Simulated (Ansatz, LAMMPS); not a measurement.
# Site preference of Al in place of Si in glassy 56SiO2-19BaO-25CaO (mol %) (82 atoms)

At which site of glassy 56SiO2-19BaO-25CaO (mol %) (82 atoms) does Al in place of Si cost least, and what about the site decides it?

Program: Ansatz 0.2.0. Level of theory: Kohn-Sham DFT, PBE, PAW (set soft_2), plane waves. Values are calculated unless marked as measured.

## (1) Starting point

The cell holds 82 atoms: 18 Si, 6 Ba, 8 Ca and 50 O. Cell: a = 10.676 Å, b = 10.676 Å, c = 10.676 Å, α = 90.0°, β = 90.0°, γ = 90.0°. 82 atoms (18 Si, 6 Ba, 8 Ca, 50 O) placed at random at 3.25 g/cm³, melted at 4000 K for 10 ps at fixed volume with the Morse and Coulomb pair potential with partial charges (Pedone, Malavasi, Menziani, Cormack and Segre, J. Phys. Chem. B 110, 11780 (2006)). Quenched from 4000 K to 300 K at 10 K/ps and fixed volume, held 10 ps at zero pressure.

Limits known from the start: The quench rate of 10 K/ps is many orders above laboratory rates, so the cell is likely richer in defects and strain than a real sample. The starting topology of bonds comes from the classical model, and needn't be the one that DFT or experiment would give. The Brillouin zone is sampled at Γ only, in a cell whose shortest periodic width is 11 Å. No spin–orbit coupling is included, so levels derived from the heavy atoms are approximate.

## (2) Single point at the start

The forces at the start show how far the geometry lies from a minimum of this functional.

Input file input.yaml:

```yaml
crystal:
  lattice:
    - [10.67573, 0.0, 0.0]
    - [0.0, 10.67573, 0.0]
    - [0.0, 0.0, 10.67573]
  atoms:
    - { symbol: Si, position: [0.16391, 0.8242, 0.74932] }
    - { symbol: Si, position: [0.81324, 0.06647, 0.80217] }
    - { symbol: Si, position: [0.46768, 0.06801, 0.74554] }
    - { symbol: Si, position: [0.62494, 0.33345, 0.48466] }
    - { symbol: Si, position: [0.65109, 0.3134, 0.20211] }
    - { symbol: Si, position: [0.39579, 0.6624, 0.68883] }
    - { symbol: Si, position: [0.40365, 0.67181, 0.08298] }
    - { symbol: Si, position: [0.00353, 0.713, 0.37051] }
    - { symbol: Si, position: [0.62707, 0.88292, 0.30079] }
    - { symbol: Si, position: [0.33252, 0.92664, 0.95305] }
    - { symbol: Si, position: [0.25658, 0.59476, 0.31756] }
    - { symbol: Si, position: [0.20406, 0.19502, 0.67571] }
    - { symbol: Si, position: [0.66635, 0.04798, 0.54469] }
    - { symbol: Si, position: [0.90133, 0.19087, 0.28057] }
    - { symbol: Si, position: [0.11329, 0.37083, 0.18796] }
    - { symbol: Si, position: [0.89573, 0.68577, 0.79359] }
    - { symbol: Si, position: [0.06758, 0.96409, 0.25852] }
    - { symbol: Si, position: [0.33866, 0.41501, 0.54171] }
    - { symbol: Ba, position: [0.0914, 0.64892, 0.02957] }
    - { symbol: Ba, position: [0.66976, 0.64208, 0.52879] }
    - { symbol: Ba, position: [0.37664, 0.31752, 0.97202] }
    - { symbol: Ba, position: [0.10586, 0.11491, 0.98723] }
    - { symbol: Ba, position: [0.66529, 0.41958, 0.82971] }
    - { symbol: Ba, position: [0.97388, 0.37743, 0.53875] }
    - { symbol: Ca, position: [0.58642, 0.06039, 0.05157] }
    - { symbol: Ca, position: [0.96729, 0.97974, 0.56296] }
    - { symbol: Ca, position: [0.87335, 0.9039, 0.03778] }
    - { symbol: Ca, position: [0.72939, 0.62987, 0.14547] }
    - { symbol: Ca, position: [0.36761, 0.11353, 0.24638] }
    - { symbol: Ca, position: [0.99527, 0.36954, 0.85044] }
    - { symbol: Ca, position: [0.63263, 0.78966, 0.87103] }
    - { symbol: Ca, position: [0.30888, 0.89026, 0.45051] }
    - { symbol: O, position: [0.33284, 0.55955, 0.01012] }
    - { symbol: O, position: [0.20093, 0.27711, 0.80811] }
    - { symbol: O, position: [0.84924, 0.70723, 0.94503] }
    - { symbol: O, position: [0.09429, 0.88525, 0.14025] }
    - { symbol: O, position: [0.54505, 0.0151, 0.62756] }
    - { symbol: O, position: [0.15892, 0.50743, 0.23146] }
    - { symbol: O, position: [0.77092, 0.22005, 0.20825] }
    - { symbol: O, position: [0.14684, 0.87981, 0.61262] }
    - { symbol: O, position: [0.52875, 0.64243, 0.75657] }
    - { symbol: O, position: [0.51404, 0.18488, 0.80811] }
    - { symbol: O, position: [0.53076, 0.22847, 0.17758] }
    - { symbol: O, position: [0.80504, 0.76185, 0.71038] }
    - { symbol: O, position: [0.71911, 0.99057, 0.88864] }
    - { symbol: O, position: [0.34453, 0.52458, 0.64672] }
    - { symbol: O, position: [0.47954, 0.36936, 0.53051] }
    - { symbol: O, position: [0.93793, 0.66396, 0.23682] }
    - { symbol: O, position: [0.49034, 0.94384, 0.30897] }
    - { symbol: O, position: [0.68812, 0.94802, 0.43227] }
    - { symbol: O, position: [0.32601, 0.10385, 0.69272] }
    - { symbol: O, position: [0.18172, 0.01526, 0.32613] }
    - { symbol: O, position: [0.96826, 0.07232, 0.20206] }
    - { symbol: O, position: [0.99988, 0.30597, 0.27616] }
    - { symbol: O, position: [0.77341, 0.04691, 0.65275] }
    - { symbol: O, position: [0.6632, 0.41458, 0.09863] }
    - { symbol: O, position: [0.2432, 0.30209, 0.57022] }
    - { symbol: O, position: [0.22869, 0.27927, 0.19474] }
    - { symbol: O, position: [0.3445, 0.80707, 0.04283] }
    - { symbol: O, position: [0.94352, 0.99891, 0.84336] }
    - { symbol: O, position: [0.63764, 0.73723, 0.3101] }
    - { symbol: O, position: [0.695, 0.92463, 0.17483] }
    - { symbol: O, position: [0.45135, 0.95348, 0.85022] }
    - { symbol: O, position: [0.33691, 0.05215, 0.03174] }
    - { symbol: O, position: [0.41273, 0.73995, 0.56869] }
    - { symbol: O, position: [0.89098, 0.15054, 0.41921] }
    - { symbol: O, position: [0.04094, 0.74141, 0.7916] }
    - { symbol: O, position: [0.83408, 0.20919, 0.84884] }
    - { symbol: O, position: [0.21334, 0.91778, 0.8638] }
    - { symbol: O, position: [0.30384, 0.49771, 0.42021] }
    - { symbol: O, position: [0.27821, 0.7279, 0.75993] }
    - { symbol: O, position: [0.72253, 0.39693, 0.57011] }
    - { symbol: O, position: [0.98513, 0.87242, 0.35674] }
    - { symbol: O, position: [0.0606, 0.37314, 0.04636] }
    - { symbol: O, position: [0.35824, 0.64458, 0.22494] }
    - { symbol: O, position: [0.89685, 0.54135, 0.77928] }
    - { symbol: O, position: [0.65188, 0.37096, 0.33934] }
    - { symbol: O, position: [0.63514, 0.1795, 0.48915] }
    - { symbol: O, position: [0.16546, 0.70017, 0.37191] }
    - { symbol: O, position: [0.54758, 0.67861, 0.04125] }
    - { symbol: O, position: [0.07141, 0.14609, 0.64331] }
    - { symbol: O, position: [0.95971, 0.63752, 0.48434] }
kpoints:
  mp_grid: { grid: [1, 1, 1] }
hamiltonian:
  xc: pbe
scf:
  occupations: { method: fixed }
output:
  forces: true
```

On the command line:

```
ansatz run input.yaml --threads 4 --pin off --max-ram 8192MiB --backend cpu --events-out ev --progress --plain --runs-dir out
```

The log of the run:

```text
[...]
Pseudopotentials: kind: paw
Pseudopotential: Si, paw, valence charge 4, recommended cutoff 420 eV (normal), Si.paw.azcp
Pseudopotential: Ba, paw, valence charge 10, recommended cutoff 420 eV (normal), Ba.paw.azcp
Pseudopotential: Ca, paw, valence charge 10, recommended cutoff 420 eV (normal), Ca.paw.azcp
Pseudopotential: O, paw, valence charge 6, recommended cutoff 420 eV (normal), O.paw.azcp
[... 5 lines on functional and potentials left out ...]
Crystal: 82 atoms, lattice volume = 1216.726 Å³
Basis set: ecut = 420 eV, 23847 PW (Γ), exchange–correlation on 144×144×144 points (8 copies of the dense FFT grid, shifted against one another)
Bands: 338, of which v1, the nominal top of the filled ones, is band 256 counted from 1 (255 counted from 0)
Symmetry: 1 space group operations
Space group: P1 (ITA 1), of the structure as read, at distance tolerance 1.1e-4 Å
k-points: 1
[... 9 lines on functional and potentials left out ...]
Initial density: superposition of atomic densities (neutral atoms: chi_scale 0, normalization atom), corrected by the library's trained network
Initial wavefunctions: pseudopotential atomic-orbital guess
[...]
SCF iter   1: F=—  HF=-90152.032476 eV  |F-HF|=—  |Δ(HF+E_count)|=         —  Δρ=1.90e-3  dr2=4.77e-2  ethr=1.77e-3  ⟨swp⟩=7.0  Hψ=1170  notcnv=0  defer=80
preconditioner: auto → Resta (q_TF=auto, 2.362 Å⁻¹)  ε∞=3.3  [insulator: Δε(μ)=3.316 eV  Ē_g=15.570 eV  n_scr=256 (ndim 8)  ℏωp=23.4 eV  f_vac=0.096  ε∞_Penn≈3.3]
SCF iter   2: F=—  HF=-90152.042443 eV  |F-HF|=—  |Δ(HF+E_count)|=   9.97e-3  Δρ=1.00e-3  dr2=1.08e-2  ethr=9.31e-6  ⟨swp⟩=4.0  Hψ=594  notcnv=0  defer=80
SCF iter   3: F=—  HF=-90152.046063 eV  |F-HF|=—  |Δ(HF+E_count)|=   3.62e-3  Δρ=4.32e-4  dr2=3.01e-3  ethr=2.11e-6  ⟨swp⟩=3.0  Hψ=450  notcnv=0  defer=76
automatic band count: iteration 3 solves 334 bands in place of 338: the levels show a gap, and the empty bands left out lie too high to hold charge; the band table lists the bands solved (type scf.n_extra_bands for more)
SCF iter   4: F=—  HF=-90152.046791 eV  |F-HF|=—  |Δ(HF+E_count)|=   7.28e-4  Δρ=1.23e-4  dr2=2.05e-4  ethr=5.88e-7  ⟨swp⟩=3.0  Hψ=450  notcnv=0  defer=76
SCF iter   5: F=—  HF=-90152.046857 eV  |F-HF|=—  |Δ(HF+E_count)|=   6.58e-5  Δρ=7.18e-5  dr2=5.75e-5  ethr=4.00e-8  ⟨swp⟩=2.0  Hψ=463  notcnv=0  defer=76
SCF iter   6: F=—  HF=-90152.048715 eV  |F-HF|=—  |Δ(HF+E_count)|=   1.86e-3  Δρ=2.47e-5  dr2=6.56e-6  ethr=1.12e-8  ⟨swp⟩=2.0  Hψ=576  notcnv=0  defer=76
SCF iter   7: F=—  HF=-90152.048718 eV  |F-HF|=—  |Δ(HF+E_count)|=   2.25e-6  Δρ=9.04e-6  dr2=9.66e-7  ethr=1.28e-9  ⟨swp⟩=2.0  Hψ=454  notcnv=0  defer=76
SCF iter   8: F=—  HF=-90152.048718 eV  |F-HF|=—  |Δ(HF+E_count)|=   8.31e-7  Δρ=7.08e-6  dr2=5.12e-7  ethr=1.89e-10  ⟨swp⟩=2.0  Hψ=489  notcnv=0  defer=76
SCF iter   9: F=-90152.048718 eV  HF=-90152.048718 eV  |F-HF|=2.14e-8  |Δ(HF+E_count)|=   8.63e-9  Δρ=1.23e-6  dr2=1.96e-8  ethr=1.95e-11  ⟨swp⟩=3.0  Hψ=1303  notcnv=0
SCF 1 converged in 9 iterations: F = -90152.048718 eV  dr2 = 1.96e-8
[...]
SCF converged after 9 iterations
Free energy (F): -90152.048718 eV
Harris-Foulkes:  -90152.048718 eV  (|F-HF|=2.14e-8)
Internal energy: -90152.048718 eV  (E = F + TS)
E sigma→0 (E₀):  -90152.048718 eV
Fermi energy:    5.502376 eV
--- Per-component energies (eV) ---
[...]
Σ components = -90152.048718   (vs F -90152.048718, Δ=0.00e0)
--- Forces (eV/Å), atoms counted from 1 ---
  atom   1  Si    -0.16695151    -0.53134768    -0.93800346
  atom   2  Si     1.75945920     0.23292219     0.89962445
  atom   3  Si    -2.46937247    -2.26078758    -1.90400275
  atom   4  Si    -1.87337539    -2.76568705    -1.04811118
[...]
atom  82  O     -1.43818853    -1.52478792     2.48328323
  max |Σ_I F_I| component: 5.64e-5 eV/Å
```

Wall time 12 s (4 threads of Arm Neoverse V1, shared host); peak memory 1.4 GiB; 44 s of CPU time.

The r.m.s. force at the start is 1.3 eV/Å.

## (3) Relaxation

With the cell held, the atoms are moved downhill towards a nearby minimum.

Input file input.yaml:

```yaml
crystal:
  lattice:
    - [10.67573, 0.0, 0.0]
    - [0.0, 10.67573, 0.0]
    - [0.0, 0.0, 10.67573]
  atoms:
    [... the 82 atom lines of step 2 ...]
kpoints:
  mp_grid: { grid: [1, 1, 1] }
hamiltonian:
  xc: pbe
scf:
  occupations: { method: fixed }
output:
  forces: true
relax:
  f_tol: 0.05
  max_steps: 120
```

The log of the run:

```text
[...]
Crystal: 82 atoms, lattice volume = 1216.726 Å³
Basis set: ecut = 420 eV, 23847 PW (Γ), exchange–correlation on 144×144×144 points (8 copies of the dense FFT grid, shifted against one another)
Bands: 338, of which v1, the nominal top of the filled ones, is band 256 counted from 1 (255 counted from 0)
Symmetry: 1 space group operations
[...]
k-points: 1
[...]
SCF iter   1: F=—  HF=-90152.032476 eV  |F-HF|=—  |Δ(HF+E_count)|=         —  Δρ=1.90e-3  dr2=4.77e-2  ethr=1.77e-3  ⟨swp⟩=7.0  Hψ=1170  notcnv=0  defer=80
[...]
SCF iter   6: F=-90152.048716 eV  HF=-90152.048715 eV  |F-HF|=1.59e-7  |Δ(HF+E_count)|=   8.39e-6  Δρ=2.43e-5  dr2=6.56e-6  ethr=1.13e-8  ⟨swp⟩=2.0  Hψ=1082  notcnv=0
SCF 1 converged in 6 iterations: F = -90152.048716 eV  dr2 = 6.56e-6
[...]
relax step   1: F+E_penalty+E_count = -90152.04871564 eV  Δ(F+E_penalty+E_count) = +0.000e0 eV  max|allowed force component| = 4.657e0 eV/Å  Δτ_max = 0.0000 Å  (6 SCF iters, dr2 threshold 6.25e-5 eV, accepted)
[... from here on, the SCF cycles and remarks between the steps are left out ...]
relax step   2: F+E_penalty+E_count = -90156.40626092 eV  Δ(F+E_penalty+E_count) = -4.358e0 eV  max|allowed force component| = 2.352e0 eV/Å  Δτ_max = 0.1950 Å  (6 SCF iters, dr2 threshold 1.00e-4 eV, accepted)
relax step   3: F+E_penalty+E_count = -90158.53754202 eV  Δ(F+E_penalty+E_count) = -2.131e0 eV  max|allowed force component| = 1.046e0 eV/Å  Δτ_max = 0.2000 Å  (7 SCF iters, dr2 threshold 1.00e-4 eV, accepted)
relax step   4: F+E_penalty+E_count = -90159.24136772 eV  Δ(F+E_penalty+E_count) = -7.038e-1 eV  max|allowed force component| = 4.493e-1 eV/Å  Δτ_max = 0.2000 Å  (7 SCF iters, dr2 threshold 1.00e-4 eV, accepted)
relax step   5: F+E_penalty+E_count = -90159.27680755 eV  Δ(F+E_penalty+E_count) = -3.544e-2 eV  max|allowed force component| = 4.691e-1 eV/Å  Δτ_max = 0.2000 Å  (7 SCF iters, dr2 threshold 3.72e-5 eV, accepted)
relax step   6: F+E_penalty+E_count = -90159.39963354 eV  Δ(F+E_penalty+E_count) = -1.228e-1 eV  max|allowed force component| = 2.400e-1 eV/Å  Δτ_max = 0.2000 Å  (7 SCF iters, dr2 threshold 4.06e-5 eV, accepted)
relax step   7: F+E_penalty+E_count = -90159.39070821 eV  Δ(F+E_penalty+E_count) = +8.925e-3 eV  max|allowed force component| = 2.049e-1 eV/Å  Δτ_max = 0.2000 Å  (7 SCF iters, dr2 threshold 1.51e-5 eV, rejected (line search))
relax step   8: F+E_penalty+E_count = -90159.44467076 eV  Δ(F+E_penalty+E_count) = -4.504e-2 eV  max|allowed force component| = 5.067e-2 eV/Å  Δτ_max = 0.1000 Å  (9 SCF iters, accepted)
relax step   9: F+E_penalty+E_count = -90159.44777701 eV  Δ(F+E_penalty+E_count) = -3.106e-3 eV  max|allowed force component| = 7.395e-2 eV/Å  Δτ_max = 0.0224 Å  (7 SCF iters, accepted)
relax step  10: F+E_penalty+E_count = -90159.44406037 eV  Δ(F+E_penalty+E_count) = +3.717e-3 eV  max|allowed force component| = 1.561e-1 eV/Å  Δτ_max = 0.1500 Å  (9 SCF iters, rejected (line search))
relax step  11: F+E_penalty+E_count = -90159.45466682 eV  Δ(F+E_penalty+E_count) = -6.890e-3 eV  max|allowed force component| = 4.569e-2 eV/Å  Δτ_max = 0.0750 Å  (9 SCF iters, accepted)
SCF converged after 9 iterations
Free energy (F): -90159.454667 eV
[...]
Internal energy: -90159.454667 eV  (E = F + TS)
E sigma→0 (E₀):  -90159.454667 eV
Fermi energy:    5.076079 eV
[...]
--- Forces (eV/Å), atoms counted from 1 ---
  atom   1  Si    -0.01593349     0.01165340    -0.01288202
  atom   2  Si     0.00655376     0.01450519    -0.00537033
  atom   3  Si    -0.01142102     0.03508370    -0.02483858
  atom   4  Si     0.02617287    -0.02304997    -0.02001765
  atom   5  Si     0.00043117     0.00335369    -0.00099059
  atom   6  Si    -0.00260878     0.00707762    -0.00212936
  atom   7  Si     0.00419085     0.00198493    -0.00558916
  atom   8  Si    -0.00711978    -0.00992393    -0.00186304
  atom   9  Si     0.00374203     0.00434973     0.00870539
  atom  10  Si     0.01055849    -0.00064536    -0.01100555
  atom  11  Si     0.01400785    -0.00176907     0.00203847
  atom  12  Si    -0.00633675    -0.00746383     0.00055664
  atom  13  Si     0.03003807     0.00095568    -0.00490073
  atom  14  Si    -0.02384068     0.00819448     0.02856999
[...]
atom  81  O     -0.00792755     0.00551601     0.00072474
  atom  82  O     -0.00533911     0.00116235     0.00007340
  max |Σ_I F_I| component: 6.75e-5 eV/Å
--- Relaxed structure (11 steps of the walk, 9 accepted, 0 SCFs on fresh bases) ---
  F+E_penalty+E_count = -90159.45466682 eV   max|allowed force component| = 4.569e-2 eV/Å
  atoms:
    - { symbol: Si, position: [0.164888, 0.815010, 0.750258] }
    - { symbol: Si, position: [0.814611, 0.071046, 0.814007] }
    - { symbol: Si, position: [0.459023, 0.070396, 0.757224] }
    - { symbol: Si, position: [0.635875, 0.337125, 0.481592] }
[...]
- { symbol: O, position: [0.937138, 0.629419, 0.463513] }
```

It took 1.8 min on 4 threads; peak memory 1.3 GiB.

The relaxation converged after 11 steps, 7.41 eV below its start, with a largest force component of 0.046 eV/Å.

## (4) Single point at the relaxed geometry

The electronic structure is read at the final geometry, in a run of its own.

Input file input.yaml:

```yaml
crystal:
  lattice:
    - [10.67573, 0.0, 0.0]
    - [0.0, 10.67573, 0.0]
    - [0.0, 0.0, 10.67573]
  atoms:
    - { symbol: Si, position: [0.16489, 0.81501, 0.75026] }
    - { symbol: Si, position: [0.81461, 0.07105, 0.81401] }
    - { symbol: Si, position: [0.45902, 0.0704, 0.75722] }
    - { symbol: Si, position: [0.63588, 0.33713, 0.48159] }
    - { symbol: Si, position: [0.65381, 0.31539, 0.19387] }
    - { symbol: Si, position: [0.39789, 0.64967, 0.68409] }
    [... 70 atom lines left out ...]
    - { symbol: O, position: [0.65169, 0.38387, 0.33507] }
    - { symbol: O, position: [0.62942, 0.18514, 0.49161] }
    - { symbol: O, position: [0.15943, 0.69417, 0.35104] }
    - { symbol: O, position: [0.56004, 0.68661, 0.04596] }
    - { symbol: O, position: [0.07227, 0.18302, 0.64879] }
    - { symbol: O, position: [0.93714, 0.62942, 0.46351] }
kpoints:
  mp_grid: { grid: [1, 1, 1] }
hamiltonian:
  xc: pbe
scf:
  occupations: { method: fixed }
output:
  forces: true
  stress: true
  populations: intrinsic
  dos:
    method: { smearing: { sigma: 0.1 } }
    de: 0.1
    projected: { site_lists: { Ba: [Ba], Ca: [Ca], O: [O], Si: [Si] } }
  eigenvalues: true
  write_density: true
  write_potential: true
  volumetric_format: npy
```

The log of the run:

```text
[...]
Crystal: 82 atoms, lattice volume = 1216.726 Å³
Basis set: ecut = 420 eV, 23847 PW (Γ), exchange–correlation on 144×144×144 points (8 copies of the dense FFT grid, shifted against one another)
Bands: 338, of which v1, the nominal top of the filled ones, is band 256 counted from 1 (255 counted from 0)
Symmetry: 1 space group operations
[...]
k-points: 1
[...]
SCF iter   1: F=—  HF=-90159.439038 eV  |F-HF|=—  |Δ(HF+E_count)|=         —  Δρ=1.77e-3  dr2=4.28e-2  ethr=1.77e-3  ⟨swp⟩=6.0  Hψ=1304  notcnv=0  defer=79
[...]
SCF iter   9: F=-90159.454659 eV  HF=-90159.454659 eV  |F-HF|=1.80e-8  |Δ(HF+E_count)|=   2.88e-8  Δρ=1.13e-6  dr2=1.64e-8  ethr=1.95e-11  ⟨swp⟩=22.0  Hψ=3348  notcnv=0
SCF 1 converged in 9 iterations: F = -90159.454659 eV  dr2 = 1.64e-8
[...]
SCF converged after 9 iterations
Free energy (F): -90159.454659 eV
[...]
Internal energy: -90159.454659 eV  (E = F + TS)
E sigma→0 (E₀):  -90159.454659 eV
Fermi energy:    5.076030 eV
[...]
--- Forces (eV/Å), atoms counted from 1 ---
  atom   1  Si    -0.01736258     0.01232098    -0.01388352
  atom   2  Si     0.00713819     0.01300059    -0.00606637
  atom   3  Si    -0.01207394     0.03249784    -0.02407160
  atom   4  Si     0.02501043    -0.02486898    -0.01915558
  atom   5  Si    -0.00042253     0.00419494    -0.00295500
  atom   6  Si    -0.00202584     0.00570007    -0.00122180
  atom   7  Si     0.00873011     0.00457422    -0.00569477
  atom   8  Si    -0.00529248    -0.00879887    -0.00499502
  atom   9  Si     0.00355459     0.00612180     0.00801539
  atom  10  Si     0.01039291    -0.00330292    -0.01111797
  atom  11  Si     0.01326858    -0.00302033     0.00302927
  atom  12  Si    -0.00470370    -0.00639391     0.00228671
  atom  13  Si     0.03225703    -0.00184629    -0.00293678
  atom  14  Si    -0.02340013     0.00716765     0.02756087
[...]
atom  81  O     -0.00962307     0.00507525     0.00048182
  atom  82  O     -0.00660729    -0.00030433     0.00245629
  max |Σ_I F_I| component: 8.96e-5 eV/Å
--- Stress (GPa, compression-positive) ---
       -0.076281      -0.074891      -0.180340
       -0.074890       1.079208       0.359903
       -0.180339       0.359903       0.140694
  P = ⅓ Tr σ = 0.3812 GPa (3.812 kbar)
--- Band table (eV) ---
[...]
--- intrinsic populations: 82 sites ---
  site symbol       q [e]
     0     Si      2.3580
     1     Si      2.4682
     2     Si      2.3641
[...]
81      O      7.1525
  spilling = 0.000000 (of n_electrons = 512.000000)
```

Elapsed: 21 s, on 4 threads; peak memory 1.5 GiB.

Numbers from this run:

```yaml
free_energy: -90159.4547 eV
free_energy_per_atom: -1099.5055 eV/atom
scf_cycles: 9
pressure: 0.3812 GPa
r_m_s_force_component: 0.00975 eV/Å
longest_force: 0.05868 eV/Å
fermi_energy: 5.076 eV
spacing_of_highest_filled_and_lowest_empty_level: 3.899 eV
```

[end of part 1 of 3]

[Long decimals in the printed logs are rounded to 6 places.]

[Logs are printed without paths, hosts, clocks, repeated set-up lines and the standing remarks that a program may print on its own settings, such as how far it seeks lower states.]

[Hosts, paths, dates, database ids (printed as entryN), source tags and the programs' standing remarks are cut or masked in the printed files.]
